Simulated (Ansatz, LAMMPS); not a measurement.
# Static equation of state of glassy 45P2O5-55ZnO (mol %) (85 atoms)

Density of this cell: 3.43 g/cm³. The cell holds 85 atoms: 18 P, 11 Zn and 56 O. Its edges and angles: a = 10.364 Å, b = 10.454 Å, c = 9.706 Å, α = 91.9°, β = 89.3°, γ = 90.7°. The starting structure: 85 atoms (18 P, 11 Zn, 56 O) placed at random at 3.06 g/cm³, melted at 4000 K for 10 ps at fixed volume with the Morse and Coulomb pair potential with partial charges (Pedone, Malavasi, Menziani, Cormack and Segre, J. Phys. Chem. B 110, 11780 (2006)). Quenched from 4000 K to 300 K at 500 K/ps and fixed volume, held 10 ps at zero pressure, then minimised at fixed cell.

Calculated with Ansatz 0.2.0: Kohn-Sham DFT, PBEsol, PAW (set soft_1), plane waves; cutoff 420 eV, Γ point, fixed occupations. Cell and atoms were relaxed first, to V0 = 12.363 Å³ an atom at a residual P0 = -0.009 GPa. The cell was then scaled evenly, and the atoms were relaxed at each volume.

```
volume (Å³/atom)  pressure (GPa)
          11.127           7.220
          11.622               ?
          11.993           1.858
          12.734          -1.543
          13.105          -2.299
```

Task: Fit the third-order Birch–Murnaghan equation to the rows given and interpolate to the withheld row.

Worked fit:

Take the Eulerian strain f = ½[(V0/V)^(2/3) − 1] and the normalised pressure F = (P − P0) / [3f(1 + 2f)^(5/2)]. The third-order Birch–Murnaghan equation is then the line F = B0 + (3/2)B0(B′ − 4) f, so u = f and v = F.

| u = f | v = F (GPa) |
| --- | --- |
| 0.0363829 | 55.5641 |
| 0.0102569 | 57.6707 |
| -0.00975639 | 55.0590 |
| -0.0190504 | 44.1541 |

With n = 4: mean u = 0.00445824, mean v = 53.1120, Σ(u − ū)² = 0.0018075, Σ(u − ū)(v − v̄) = 0.28763. Slope b = 0.28763 / 0.0018075 = 159.13; intercept a = v̄ − b ū = 52.403.

So B0 = a = 52.4 GPa and B′ = 4 + 2b/(3a) = 6.02. At the withheld volume f = 0.02106, F = a + b f = 55.75 GPa, and P = P0 + 3f(1 + 2f)^(5/2) F.

Prediction at 11.622: 3.895 GPa. The run gave 3.984 GPa, so the fit is low by 0.089 GPa (2.2 % of the value).

The series isn't one smooth equation of state: even a line fitted to all rows, the withheld one included, misses F by up to 11.9 % and the count of bonds changes along the series. B0 and B′ are then only the numbers of this fit, not moduli of the material. Among the rows given, the largest miss of the fit is at 11.127, by 0.34 GPa (3.6 % of the range of the table).

Limits: Static cells at zero temperature; the cell shape is held. The program notes that the SCF threshold of these relaxations is loose for the stress. The quench rate of 500 K/ps is many orders above laboratory rates, so the cell is likely richer in defects and strain than a real sample. The network of bonds at the start is that of the classical potential that made the cell, and needn't be the one that DFT or experiment would give. Only the Γ point is sampled, in a cell whose shortest periodic width is 10 Å.

[Logs are printed without paths, hosts, clocks, repeated set-up lines and the standing remarks that a program may print on its own settings, such as how far it seeks lower states.]

[Hosts, paths, dates, database ids (printed as entryN), source tags and the programs' standing remarks are cut or masked in the printed files.]
